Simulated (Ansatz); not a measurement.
**Li on Ta(110): change of the work function**

Wanted: Δφ(θ) for Li/Ta(110), starting from the hollow site.

Program: Ansatz 0.2.0. Level of theory: plane-wave DFT, PBE, Ansatz PAW. Results are calculated unless marked as measured.

### Step 1. The structure

The cell holds 4 atoms: 4 Ta. Its edges and angles: a = 2.867 Å, b = 2.867 Å, c = 25.022 Å, α = 90.0°, β = 90.0°, γ = 70.5°. Vacuum lies along c.

### Step 2. The clean slab

The bare slab comes first, as the zero from which every change is counted. The two lowest layers are held at bulk places and the upper ones relax. The dipole correction removes the false field that a one-sided slab makes across the periodic vacuum, so each face gets a flat vacuum level of its own.

Contents of input.yaml:

```yaml
crystal:
  lattice:
    - [2.3405234457, -1.655, 0.0]
    - [2.3405234457, 1.655, 0.0]
    - [0.0, 0.0, 25.0215703372]
  atoms:
    - { symbol: Ta, position: [0.0, 0.0, 0.3596896549] }
    - { symbol: Ta, position: [0.5, 0.5, 0.453229885] }
    - { symbol: Ta, position: [0.0, 0.0, 0.546770115] }
    - { symbol: Ta, position: [0.5, 0.5, 0.6403103451] }
kpoints:
  mp_grid: { grid: [12, 12, 1] }
hamiltonian:
  xc: pbe
scf:
  occupations: { method: fermi_dirac, width: 0.1 }
  convergence: { dr2_threshold: 1.0e-08 }
efield:
  axis: 3
  dipole_correction: true
  ramp_position: 0.97
  ramp_width: 0.06
relax:
  f_tol: 0.02
  max_steps: 60
  constraints: [{ sites: [0, 1] }]
output:
  write_potential: true
  write_density: true
  volumetric_format: npy
```

Run with:

```console
> ansatz run input.yaml --threads 4 --pin off --max-ram 6144MiB --backend cpu --events-out ev --progress --plain --runs-dir out
```

Numbers of over 12 decimals in the logs are rounded to 6 here.

The log of the run:

```text
Engine: ansatz 0.2.0, aarch64-unknown-linux-gnu
Pseudopotentials: kind: paw
Pseudopotential: Ta, paw, valence charge 13, recommended cutoff 420 eV (normal), Ta.paw.azcp
Functional definition: PBE
  parameter kappa = 0.804
  parameter beta = 0.066725
  exchange = pbe_x(kappa = kappa, mu = beta*pi^2/3)
  correlation = pbe_c(beta = beta)
Crystal: 4 atoms, lattice volume = 193.845 Å³
Basis set: ecut = 420 eV, 3793 PW (Γ), exchange–correlation on 40×40×360 points (8 copies of the dense FFT grid, shifted against one another)
Bands: 32, of which v1, the nominal top of the filled ones, is band 26 counted from 1 (25 counted from 0)
Symmetry: 4 space group operations
k-points: 43 of 144
Non-local potential: Ta, projectors of the file, l = 0: 3, l = 1: 2, l = 2: 2, l = 3: 1
PAW form: soft (Blöchl's): semilocal exchange-correlation on the pseudo side does not see the compensation charge
PAW one-centre angular grid: Ta, 590 points (default); XC on 64 Gauss nodes
Initial density: superposition of atomic densities (neutral atoms: chi_scale 0, normalization atom), corrected by the library's trained network
Initial wavefunctions: pseudopotential atomic-orbital guess
Functional: x = pbe(κ = 0.804, μ = 0.219515), c = pbe(β = 0.066725)
SCF iter   1: F=—  HF=-39726.805781 eV  |F-HF|=—  |Δ(HF+E_count)|=         —  Δρ=5.76e-3  dr2=1.31e0  ethr=1.77e-3  p=0.000 e·Å  D=2.87e-15 V/Å  ΔV_dip=-0.00 eV  dr2_dipole=3.97e-7  V_vac-E_F(+/−)=4.99/4.99 eV  ⟨swp⟩=7.2  Hψ=6700  notcnv=0
efield: sawtooth ramp at fractional position 0.9700 (set: `efield.ramp_position`, or a place that a band, a saddle search or an elastic batch's reference lends), width 0.0600; the density the first Hamiltonian is built on has a dipole p = 0.000 e·Å; the dipole correction subtracts the counter field D = 2.87e-15 V/Å, which shifts the + side's vacuum level by -0.00 eV against the − side's; the planar-averaged density in the ramp window peaks in size at 1.7e-5 e/Å³
preconditioner: auto → LDOS  [metal: Δε(μ)=0.027 eV  Ē_g=3.845 eV  σ=0.100 eV  W_gap=0.07  n_scr=16 (ndim 8)  ℏωp=11.9 eV  f_vac=0.544  D(μ)=5.69/eV (n_scr^D=18)  β→1.0]
SCF iter   2: F=—  HF=-39726.762829 eV  |F-HF|=—  |Δ(HF+E_count)|=   4.30e-2  Δρ=1.63e-3  dr2=8.36e-3  ethr=1.77e-3  p=0.000 e·Å  D=1.67e-5 V/Å  ΔV_dip=-0.00 eV  dr2_dipole=3.15e-7  V_vac-E_F(+/−)=4.81/4.81 eV  ⟨swp⟩=1.4  Hψ=1741  notcnv=0
SCF iter   3: F=—  HF=-39726.763830 eV  |F-HF|=—  |Δ(HF+E_count)|=   1.00e-3  Δρ=5.10e-4  dr2=2.77e-3  ethr=1.61e-5  p=0.000 e·Å  D=3.06e-6 V/Å  ΔV_dip=-0.00 eV  dr2_dipole=3.35e-9  V_vac-E_F(+/−)=4.83/4.83 eV  ⟨swp⟩=2.9  Hψ=2823  notcnv=0
SCF iter   4: F=—  HF=-39726.763797 eV  |F-HF|=—  |Δ(HF+E_count)|=   3.32e-5  Δρ=1.73e-4  dr2=1.10e-4  ethr=5.34e-6  p=0.000 e·Å  D=2.16e-6 V/Å  ΔV_dip=-0.00 eV  dr2_dipole=4.75e-12  V_vac-E_F(+/−)=4.82/4.82 eV  ⟨swp⟩=2.3  Hψ=2226  notcnv=0
SCF iter   5: F=—  HF=-39726.763802 eV  |F-HF|=—  |Δ(HF+E_count)|=   5.00e-6  Δρ=5.33e-5  dr2=4.45e-6  ethr=2.12e-7  p=0.000 e·Å  D=1.34e-6 V/Å  ΔV_dip=-0.00 eV  dr2_dipole=4.23e-11  V_vac-E_F(+/−)=4.81/4.81 eV  ⟨swp⟩=2.5  Hψ=2216  notcnv=0
SCF iter   6: F=—  HF=-39726.763676 eV  |F-HF|=—  |Δ(HF+E_count)|=   1.25e-4  Δρ=2.05e-5  dr2=1.62e-6  ethr=8.57e-9  p=0.000 e·Å  D=6.97e-7 V/Å  ΔV_dip=-0.00 eV  dr2_dipole=2.92e-13  V_vac-E_F(+/−)=4.81/4.81 eV  ⟨swp⟩=2.7  Hψ=2519  notcnv=0
SCF iter   7: F=—  HF=-39726.763677 eV  |F-HF|=—  |Δ(HF+E_count)|=   4.16e-7  Δρ=5.04e-6  dr2=4.42e-8  ethr=3.12e-9  p=0.000 e·Å  D=3.02e-7 V/Å  ΔV_dip=-0.00 eV  dr2_dipole=1.73e-12  V_vac-E_F(+/−)=4.81/4.81 eV  ⟨swp⟩=2.7  Hψ=2586  notcnv=0
SCF iter   8: F=-39726.763677 eV  HF=-39726.763677 eV  |F-HF|=1.95e-8  |Δ(HF+E_count)|=   7.49e-8  Δρ=1.58e-6  dr2=3.85e-9  ethr=1.92e-11  p=0.000 e·Å  D=1.31e-7 V/Å  ΔV_dip=-0.00 eV  dr2_dipole=1.82e-13  V_vac-E_F(+/−)=4.81/4.81 eV  ⟨swp⟩=10.9  Hψ=10415  notcnv=0
SCF 1 converged in 8 iterations: F = -39726.763677 eV  dr2 = 3.85e-9
  greatest PAW one-centre occupation: 0.999 electrons in one spin orbital (limit 2), on the Ta atom at site 0 (counted from 0), in its partial waves of l = 0
relax step   1: F+E_penalty+E_count = -39726.76367691 eV  Δ(F+E_penalty+E_count) = +0.000e0 eV  max|allowed force component| = 4.148e-1 eV/Å  Δτ_max = 0.0000 Å  (8 SCF iters, accepted)
Initial density: handed on by an earlier stage of this run
Initial wavefunctions: those handed on with the density
iter 1 solved again at ethr=2.39e-3 eV; its pass at ethr=3.10e-3 eV (dr2=1.24e0 eV) is discarded
SCF iter   1: F=—  HF=-39726.839725 eV  |F-HF|=—  |Δ(HF+E_count)|=         —  Δρ=9.90e-3  dr2=1.15e0  ethr=2.39e-3  p=0.000 e·Å  D=1.07e-6 V/Å  ΔV_dip=-0.00 eV  dr2_dipole=5.18e-3  V_vac-E_F(+/−)=4.85/4.85 eV  ⟨swp⟩=1.1  Hψ=5524  notcnv=0
efield: sawtooth ramp at fractional position 0.9700 (set: `efield.ramp_position`, or a place that a band, a saddle search or an elastic batch's reference lends), width 0.0600; the density the first Hamiltonian is built on has a dipole p = 0.000 e·Å; the dipole correction subtracts the counter field D = 1.07e-6 V/Å, which shifts the + side's vacuum level by -0.00 eV against the − side's; the planar-averaged density in the ramp window peaks in size at 9.3e-6 e/Å³
preconditioner: auto → LDOS  [metal: Δε(μ)=0.002 eV  Ē_g=3.957 eV  σ=0.100 eV  W_gap=0.00  n_scr=16 (ndim 8)  ℏωp=11.9 eV  f_vac=0.555  D(μ)=5.52/eV (n_scr^D=18)  β→1.0]
SCF iter   2: F=—  HF=-39726.769057 eV  |F-HF|=—  |Δ(HF+E_count)|=   7.07e-2  Δρ=5.59e-3  dr2=2.66e-1  ethr=2.21e-3  p=0.012 e·Å  D=1.12e-2 V/Å  ΔV_dip=-0.28 eV  dr2_dipole=6.71e-3  V_vac-E_F(+/−)=4.53/4.81 eV  ⟨swp⟩=3.0  Hψ=2184  notcnv=0
SCF iter   3: F=—  HF=-39726.745759 eV  |F-HF|=—  |Δ(HF+E_count)|=   2.33e-2  Δρ=1.82e-3  dr2=2.99e-2  ethr=5.11e-4  p=0.006 e·Å  D=5.53e-3 V/Å  ΔV_dip=-0.14 eV  dr2_dipole=1.11e-3  V_vac-E_F(+/−)=4.69/4.83 eV  ⟨swp⟩=3.1  Hψ=2953  notcnv=0
SCF iter   4: F=—  HF=-39726.742032 eV  |F-HF|=—  |Δ(HF+E_count)|=   3.73e-3  Δρ=4.37e-4  dr2=8.85e-4  ethr=5.74e-5  p=0.006 e·Å  D=5.97e-3 V/Å  ΔV_dip=-0.15 eV  dr2_dipole=2.49e-5  V_vac-E_F(+/−)=4.67/4.82 eV  ⟨swp⟩=2.3  Hψ=2120  notcnv=0
SCF iter   5: F=—  HF=-39726.742227 eV  |F-HF|=—  |Δ(HF+E_count)|=   1.95e-4  Δρ=1.46e-4  dr2=1.02e-4  ethr=1.70e-6  p=0.006 e·Å  D=5.82e-3 V/Å  ΔV_dip=-0.15 eV  dr2_dipole=1.05e-5  V_vac-E_F(+/−)=4.68/4.82 eV  ⟨swp⟩=2.2  Hψ=2050  notcnv=0
SCF iter   6: F=—  HF=-39726.742256 eV  |F-HF|=—  |Δ(HF+E_count)|=   2.93e-5  Δρ=4.66e-5  dr2=2.46e-5  ethr=1.96e-7  p=0.006 e·Å  D=5.53e-3 V/Å  ΔV_dip=-0.14 eV  dr2_dipole=6.35e-6  V_vac-E_F(+/−)=4.68/4.82 eV  ⟨swp⟩=2.4  Hψ=2107  notcnv=0
SCF iter   7: F=—  HF=-39726.742246 eV  |F-HF|=—  |Δ(HF+E_count)|=   1.02e-5  Δρ=1.66e-5  dr2=2.34e-6  ethr=4.72e-8  p=0.006 e·Å  D=5.42e-3 V/Å  ΔV_dip=-0.14 eV  dr2_dipole=1.74e-8  V_vac-E_F(+/−)=4.69/4.82 eV  ⟨swp⟩=2.3  Hψ=1764  notcnv=0
SCF iter   8: F=—  HF=-39726.742124 eV  |F-HF|=—  |Δ(HF+E_count)|=   1.22e-4  Δρ=4.53e-6  dr2=6.34e-8  ethr=4.51e-9  p=0.006 e·Å  D=5.34e-3 V/Å  ΔV_dip=-0.13 eV  dr2_dipole=2.64e-9  V_vac-E_F(+/−)=4.69/4.82 eV  ⟨swp⟩=2.0  Hψ=1815  notcnv=0
SCF iter   9: F=—  HF=-39726.742124 eV  |F-HF|=—  |Δ(HF+E_count)|=   6.07e-8  Δρ=1.58e-6  dr2=1.93e-8  ethr=1.92e-11  p=0.006 e·Å  D=5.32e-3 V/Å  ΔV_dip=-0.13 eV  dr2_dipole=5.06e-9  V_vac-E_F(+/−)=4.69/4.82 eV  ⟨swp⟩=11.3  Hψ=10973  notcnv=0
SCF iter  10: F=-39726.742124 eV  HF=-39726.742124 eV  |F-HF|=1.79e-9  |Δ(HF+E_count)|=   1.34e-8  Δρ=5.81e-7  dr2=1.34e-9  ethr=1.92e-11  p=0.006 e·Å  D=5.31e-3 V/Å  ΔV_dip=-0.13 eV  dr2_dipole=4.40e-10  V_vac-E_F(+/−)=4.69/4.82 eV  ⟨swp⟩=10.0  Hψ=9405  notcnv=0
SCF 2 converged in 10 iterations: F = -39726.742124 eV  dr2 = 1.34e-9
  greatest PAW one-centre occupation: 1.000 electrons in one spin orbital (limit 2), on the Ta atom at site 3 (counted from 0), in its partial waves of l = 0
relax step   2: F+E_penalty+E_count = -39726.74212442 eV  Δ(F+E_penalty+E_count) = +2.155e-2 eV  max|allowed force component| = 7.793e-1 eV/Å  Δτ_max = 0.1926 Å  (10 SCF iters, rejected (line search))
iter 1 solved again at ethr=8.38e-4 eV; its pass at ethr=3.10e-3 eV (dr2=4.36e-1 eV) is discarded
SCF iter   1: F=—  HF=-39726.815846 eV  |F-HF|=—  |Δ(HF+E_count)|=         —  Δρ=5.63e-3  dr2=4.24e-1  ethr=8.38e-4  p=0.006 e·Å  D=5.31e-3 V/Å  ΔV_dip=-0.13 eV  dr2_dipole=4.73e-3  V_vac-E_F(+/−)=4.67/4.80 eV  ⟨swp⟩=1.2  Hψ=4821  notcnv=0
efield: sawtooth ramp at fractional position 0.9700 (set: `efield.ramp_position`, or a place that a band, a saddle search or an elastic batch's reference lends), width 0.0600; the density the first Hamiltonian is built on has a dipole p = 0.006 e·Å; the dipole correction subtracts the counter field D = 5.31e-3 V/Å, which shifts the + side's vacuum level by -0.13 eV against the − side's; the planar-averaged density in the ramp window peaks in size at 5.6e-6 e/Å³
preconditioner: auto → LDOS  [metal: Δε(μ)=0.011 eV  Ē_g=3.847 eV  σ=0.100 eV  W_gap=0.03  n_scr=16 (ndim 8)  ℏωp=11.9 eV  f_vac=0.548  D(μ)=5.97/eV (n_scr^D=30)  β→1.0]
SCF iter   2: F=—  HF=-39726.790129 eV  |F-HF|=—  |Δ(HF+E_count)|=   2.57e-2  Δρ=3.00e-3  dr2=5.27e-2  ethr=8.15e-4  p=-0.002 e·Å  D=-1.66e-3 V/Å  ΔV_dip=0.04 eV  dr2_dipole=2.68e-3  V_vac-E_F(+/−)=4.86/4.82 eV  ⟨swp⟩=2.7  Hψ=2118  notcnv=0
SCF iter   3: F=—  HF=-39726.784849 eV  |F-HF|=—  |Δ(HF+E_count)|=   5.28e-3  Δρ=1.14e-3  dr2=1.41e-2  ethr=1.01e-4  p=0.002 e·Å  D=2.13e-3 V/Å  ΔV_dip=-0.05 eV  dr2_dipole=1.26e-3  V_vac-E_F(+/−)=4.77/4.82 eV  ⟨swp⟩=2.8  Hψ=2591  notcnv=0
SCF iter   4: F=—  HF=-39726.783334 eV  |F-HF|=—  |Δ(HF+E_count)|=   1.52e-3  Δρ=3.41e-4  dr2=1.45e-3  ethr=2.72e-5  p=0.002 e·Å  D=1.77e-3 V/Å  ΔV_dip=-0.04 eV  dr2_dipole=2.49e-4  V_vac-E_F(+/−)=4.77/4.82 eV  ⟨swp⟩=2.0  Hψ=1772  notcnv=0
SCF iter   5: F=—  HF=-39726.783268 eV  |F-HF|=—  |Δ(HF+E_count)|=   6.56e-5  Δρ=1.01e-4  dr2=7.32e-5  ethr=2.78e-6  p=0.002 e·Å  D=1.73e-3 V/Å  ΔV_dip=-0.04 eV  dr2_dipole=4.36e-6  V_vac-E_F(+/−)=4.77/4.82 eV  ⟨swp⟩=2.1  Hψ=1774  notcnv=0
SCF iter   6: F=—  HF=-39726.783249 eV  |F-HF|=—  |Δ(HF+E_count)|=   1.90e-5  Δρ=2.91e-5  dr2=2.16e-6  ethr=1.41e-7  p=0.002 e·Å  D=1.85e-3 V/Å  ΔV_dip=-0.05 eV  dr2_dipole=9.87e-8  V_vac-E_F(+/−)=4.77/4.82 eV  ⟨swp⟩=2.8  Hψ=2503  notcnv=0
SCF iter   7: F=—  HF=-39726.783127 eV  |F-HF|=—  |Δ(HF+E_count)|=   1.22e-4  Δρ=1.01e-5  dr2=3.48e-7  ethr=4.15e-9  p=0.002 e·Å  D=1.92e-3 V/Å  ΔV_dip=-0.05 eV  dr2_dipole=1.11e-8  V_vac-E_F(+/−)=4.77/4.82 eV  ⟨swp⟩=2.3  Hψ=2301  notcnv=0
SCF iter   8: F=—  HF=-39726.783127 eV  |F-HF|=—  |Δ(HF+E_count)|=   2.34e-7  Δρ=2.98e-6  dr2=4.09e-8  ethr=6.70e-10  p=0.002 e·Å  D=1.98e-3 V/Å  ΔV_dip=-0.05 eV  dr2_dipole=1.09e-10  V_vac-E_F(+/−)=4.77/4.82 eV  ⟨swp⟩=2.3  Hψ=2073  notcnv=0
SCF iter   9: F=-39726.783127 eV  HF=-39726.783127 eV  |F-HF|=3.39e-9  |Δ(HF+E_count)|=   3.83e-8  Δρ=1.03e-6  dr2=5.51e-9  ethr=1.92e-11  p=0.002 e·Å  D=1.99e-3 V/Å  ΔV_dip=-0.05 eV  dr2_dipole=6.10e-10  V_vac-E_F(+/−)=4.77/4.82 eV  ⟨swp⟩=10.8  Hψ=10464  notcnv=0
SCF 3 converged in 9 iterations: F = -39726.783127 eV  dr2 = 5.51e-9
relax step   3: F+E_penalty+E_count = -39726.78312741 eV  Δ(F+E_penalty+E_count) = -1.945e-2 eV  max|allowed force component| = 1.779e-2 eV/Å  Δτ_max = 0.0888 Å  (9 SCF iters, accepted)
NSCF: frozen V_eff on 43 k-points
the band table was solved once a step of the walk had ended and its energy, with any forces and stress, was formed, with the checks that follow a solve (7258 applications of the Hamiltonian). They found nothing against the state; the energy, forces and stress were not computed again (output.eigenvalues in the input reference)
WARN: The output density's exchange-correlation potential varies sharply where the density is thin. Do not read a vacuum level from v_tot or v_xc, or from such a field of the output density. On a cell that repeats whose density bears no net charge and no dipole along the vacuum's axis use v_es (v_loc + v_h of the components); under efield.dipole_correction with no amplitude use v_es + v_field, which holds any externa [...]
SCF converged after 9 iterations
Free energy (F): -39726.783127 eV
Harris-Foulkes:  -39726.783127 eV  (|F-HF|=3.39e-9)
Internal energy: -39726.594280 eV  (E = F + TS)
E sigma→0 (E₀):  -39726.688704 eV
Entropy (-TS):   -0.188848 eV (-47.212 meV/atom)
Fermi energy:    4.106388 eV
Dipole field:    D = 0.002028 V/Å  (p = 0.002172 e·Å, saw-weighted, corrected)
Work function:   Φ+ = 4.7668 eV   Φ− = 4.8176 eV
Levels:          The Fermi level and band energies are counted from a zero that moves with the ramp; work functions are not
--- Per-component energies (eV) ---
  E_band       = -1175.816873
  E_kinetic    = 1457.922004
  E_local      = -55624.545187  (includes V_loc(G=0)·N_el)
  E_nonlocal   = 59.651063
  E_hartree    = 27096.646443
  E_xc         = -870.143284
  E_vxc        = -811.251716  (∫ρ·V_xc dr)
  E_paw        = -33585.914433  (= ΣΔE_a)
  E_vpaw       = -450.895849  (= ΣTr[D̂ρ^β])
  E_aug_tail   = 0.000571  (compensation charges beyond the density's cutoff)
  E_efield     = 0.000002  (sawtooth field / dipole correction)
  E_vefield    = 0.002282  (∫n·V_field dr)
  E_ewald      = 21739.788541
  E_smearing   = -0.188848  (= −TS)
  E_closure    = -0.000000  (closes the sum)
  Σ components = -39726.783127   (vs F -39726.783127, Δ=0.00e0)
--- Forces (eV/Å), atoms counted from 1 ---
  atom   1  Ta     0.00000000     0.00000000     0.43128867
  atom   2  Ta     0.00000000     0.00000000    -0.43322402
  atom   3  Ta     0.00000000     0.00000000    -0.01585177
  atom   4  Ta     0.00000000     0.00000000     0.01778526
  max |Σ_I F_I| component: 1.87e-6 eV/Å
--- Band table (eV; the first three rows and the last of 43) ---
  k-point 0: bands = [... 22 lower, 3.5859, 3.8018, 3.9092, 4.4738, 4.5203, 4.6621, 5.1191, 5.3470, ... 2 higher]
  k-point 1: bands = [... 22 lower, 3.5025, 3.7840, 3.9078, 4.2606, 4.4534, 4.7338, 5.0508, 5.2065, ... 2 higher]
  k-point 2: bands = [... 22 lower, 3.3305, 3.6231, 3.8165, 3.9022, 4.1304, 4.4107, 5.2264, 5.4658, ... 2 higher]
  k-point 42: bands = [... 22 lower, 2.9030, 3.3565, 4.2352, 5.6752, 5.9858, 6.4812, 6.5254, 6.5718, ... 2 higher]
--- Relaxed structure (3 steps of the walk, 2 accepted, 0 SCFs on fresh bases) ---
  F+E_penalty+E_count = -39726.78312741 eV   max|allowed force component| = 1.779e-2 eV/Å
  atoms:
    - { symbol: Ta, position: [0.0, 0.0, 0.3596896549] }
    - { symbol: Ta, position: [0.5, 0.5, 0.453230] }
    - { symbol: Ta, position: [0.0, 0.0, 0.546866] }
    - { symbol: Ta, position: [0.5, 0.5, 0.636762] }
```

The job ended after 32 s (4 threads of Arm Neoverse N1, shared host; peak memory 0.57 GiB).

The steps of the relaxation:

| step | energy less that of the first step (eV) | largest force component (eV/Å) |
| --- | --- | --- |
| 1 | 0.0000 | 0.4148 |
| 2 | 0.0216 | 0.7793 |
| 3 | -0.0194 | 0.0178 |

Relaxation step 2 was tried and not accepted.

The run keeps the 4 symmetry operations that it works with, so distortions that break them were not tested.

The atoms that moved most (Å):

| atom | dx | dy | dz | length |
| --- | --- | --- | --- | --- |
| Ta4 | 0.000 | 0.000 | -0.089 | 0.089 |

Final coordinates:

```cif
data_structure
_symmetry_space_group_name_H-M 'P 1'
_symmetry_Int_Tables_number 1
_cell_length_a 2.8665
_cell_length_b 2.8665
_cell_length_c 25.0216
_cell_angle_alpha 90.000
_cell_angle_beta 90.000
_cell_angle_gamma 70.529
_cell_volume 193.85
loop_
_atom_site_label
_atom_site_type_symbol
_atom_site_fract_x
_atom_site_fract_y
_atom_site_fract_z
_atom_site_occupancy
Ta1 Ta 0.00000 0.00000 0.35969 1
Ta2 Ta 0.50000 0.50000 0.45323 1
Ta3 Ta 0.00000 0.00000 0.54687 1
Ta4 Ta 0.50000 0.50000 0.63676 1
```

This step gave:

```yaml
energy_at_zero_smearing: -39726.6887 eV
work_function_upper_face: 4.767 eV
work_function_lower_face: 4.818 eV
dipole_along_the_normal: 0.002172 e·Å
step_between_the_vacuum_levels: -0.05074 eV
```

Running mean over 2.341 Å of the planar mean; the ramp of the sawtooth is left out. Table of electron's electrostatic potential energy less the Fermi level by z:

| z (Å) | electron's electrostatic potential energy less the Fermi level (eV) |
| --- | --- |
| 4 | 4.82 |
| 5 | 4.80 |
| 6 | 4.62 |
| 7 | 2.96 |
| 8 | -5.19 |
| 9 | -10.1 |
| 10 | -10.0 |
| 11 | -9.98 |
| 12 | -9.96 |
| 13 | -9.96 |
| 14 | -10.3 |
| 15 | -10.9 |
| 16 | -10.1 |
| 17 | -4.55 |
| 18 | 3.18 |
| 19 | 4.60 |
| 20 | 4.75 |
| 21 | 4.77 |

The relaxation took 3 steps and lowered the energy by 0.019 eV; the largest force on the free atoms ends at 0.018 eV/Å.

The work function of the upper face is 4.77 eV.

[end of part 1 of 3]

[Logs are printed without paths, hosts, clocks, repeated set-up lines and the standing remarks that a program may print on its own settings, such as how far it seeks lower states.]

[Hosts, paths, dates, database ids (printed as entryN), source tags and the programs' standing remarks are cut or masked in the printed files.]

[Maps of the electrostatic potential energy from Ansatz leave out the sawtooth potential of an applied field or a dipole correction, so their vacuum need not be flat; planar profiles and work functions include it.]
